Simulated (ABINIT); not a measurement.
Planning a run of ABINIT 10.8.3 on WS2 (Tungstenite). The input:

```
acell 3*1.0 Angstrom
rprim 
  3.153199999992 0.000000000002 0.000000000000
  -1.576599999998 2.730751303206 0.000000000000
  0.000000000000 0.000000000000 12.323000000000
ntypat 2
znucl 74 16
natom 6
typat 1 1 2 2 2 2
xred 
  0.333333333333 0.666666666667 0.250000000000
  0.666666666667 0.333333333333 0.750000000000
  0.333333333333 0.666666666667 0.622500000000
  0.666666666667 0.333333333333 0.122500000000
  0.333333333333 0.666666666667 0.877500000000
  0.666666666667 0.333333333333 0.377500000000
pp_dirpath "pseudos"
pseudos "W.upf, S.upf"
ecut 31
ngkpt 3 3 1
nshiftk 1
shiftk 0 0 0
kptopt 1
chksymbreak 0
istwfk *1
occopt 1
irdwfk 1
optdriver 3
nband 167
ecuteps 5
inclvkb 2
awtr 1
symchi 1
indata_prefix "in"
outdata_prefix "out"
tmpdata_prefix "tmp"
```

```sh
OMP_NUM_THREADS=1 mpirun -n 8 abinit run.abi > log
```

Question: Estimate wall time and host memory on 8 MPI ranks of Arm Neoverse V2, shared host.

It took 17 s; on shared hardware allow 8.6 s to 35 s. Peak host memory was 1.8 GiB.

[Paths, hosts, dates, memory and timing lines, banners, echoed tables and standing remarks are left out of the program output.]

[Logs are printed without paths, hosts, clocks, repeated set-up lines and the standing remarks that a program may print on its own settings, such as how far it seeks lower states.]

[Runs of the session that timed out or met a known fault of the program may be left out.]

[Hosts, paths, dates, database ids (printed as entryN), source tags and the programs' standing remarks are cut or masked in the printed files.]

[G0W0 gaps are taken among the corrected bands and points alone; a level outside them can change the order at an edge.]

[Where Ansatz stands beside ABINIT at settings called matched, ABINIT's density can come from a denser mesh and the files from another edition; pairs whose starting gaps differed by over 0.03 eV were left out, so agreement reads better than it is.]
